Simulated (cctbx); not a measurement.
# Symmetry from intensities

Cell: a = 3.4020 Å, b = 3.4020 Å, c = 33.1350 Å, α = 90.00°, β = 90.00°, γ = 120.00°. Expected content of the cell: W2 Te4 Ti1 S2.

Simulated single-crystal data (cctbx): synchrotron X-rays, λ = 0.6889 Å, to d = 0.77 Å, 95 % of the full sphere, strongest reflection 70000 counts, noise from counting, a 2 % proportional error and a noise floor of 2 counts (s.d.); no absorption, some extinction.

Tests on the unmerged data give:

```text
2987 reflections to d = 0.771 A
centring   violations  <I/sigma> of those
    A       1470 of  1480     34.9
    B       1481 of  1487     34.8
    C       1503 of  1511     35.0
    I       1479 of  1487     34.9
    R       1982 of  1994     35.1
    F       2227 of  2239     34.9
Laue class    unique    Rint  (classes that these axes allow; Friedel mates merged)
P -1             1560   0.038
P 1 1 2/m         817   0.173
P -3              550   0.040
P -3 1 m          355   0.173
P -3 m 1          402   0.040
P 6/m             301   0.173
P 6/m m m         254   0.173
space group    extra absences  I>4sigma  <I/sigma>
P 3 2 1                 0          0         -  acentric
P 3 m 1                 0          0         -  acentric
P -3 m 1                0          0         -  centric
Wilson B = 0.31 A^2   <|E^2-1|> = 0.750 (0.968 centric, 0.736 acentric)   E^2>4: 0.5 %
shell (A)         n   <I/sigma>
33.17 - 1.54     68     54.3
 1.54 - 1.22     58     48.9
 1.22 - 1.07     47     51.7
 1.07 - 0.97     50     61.0
 0.97 - 0.90     47     43.2
 0.90 - 0.85     34     66.7
 0.85 - 0.81     53     50.6
 0.81 - 0.77     45     60.8
```

Q: Read the symmetry from these tables.

Every centring test has many violations, so the lattice is primitive.

Rint stays low (0.038 to 0.040) up to P -3 m 1 and is 0.173 or more in the other classes.

3 settings pass the absence test. No glide or screw absences show, which leaves P 3 2 1, P 3 m 1 and P -3 m 1.

⟨|E²−1|⟩ = 0.750 leans to a non-centrosymmetric structure. The Wilson B of 0.31 Å² means U ≈ 0.0039 Å².

The true group is P3m1 (no. 156), Laue class -3m, non-centrosymmetric. The tables only narrow the choice to the tied entries; cell content, site symmetry and trial solutions must settle it.

The crystal is twinned by the law (0 -1 0 -1 0 0 0 0 -1) with a minor fraction of 0.05; Rint in the higher class falls towards the noise as the fraction nears 1/2.

This is a model crystal, built by substitution and not relaxed, with assumed displacement parameters.

[Logs are printed without paths, hosts, clocks, repeated set-up lines and the standing remarks that a program may print on its own settings, such as how far it seeks lower states.]
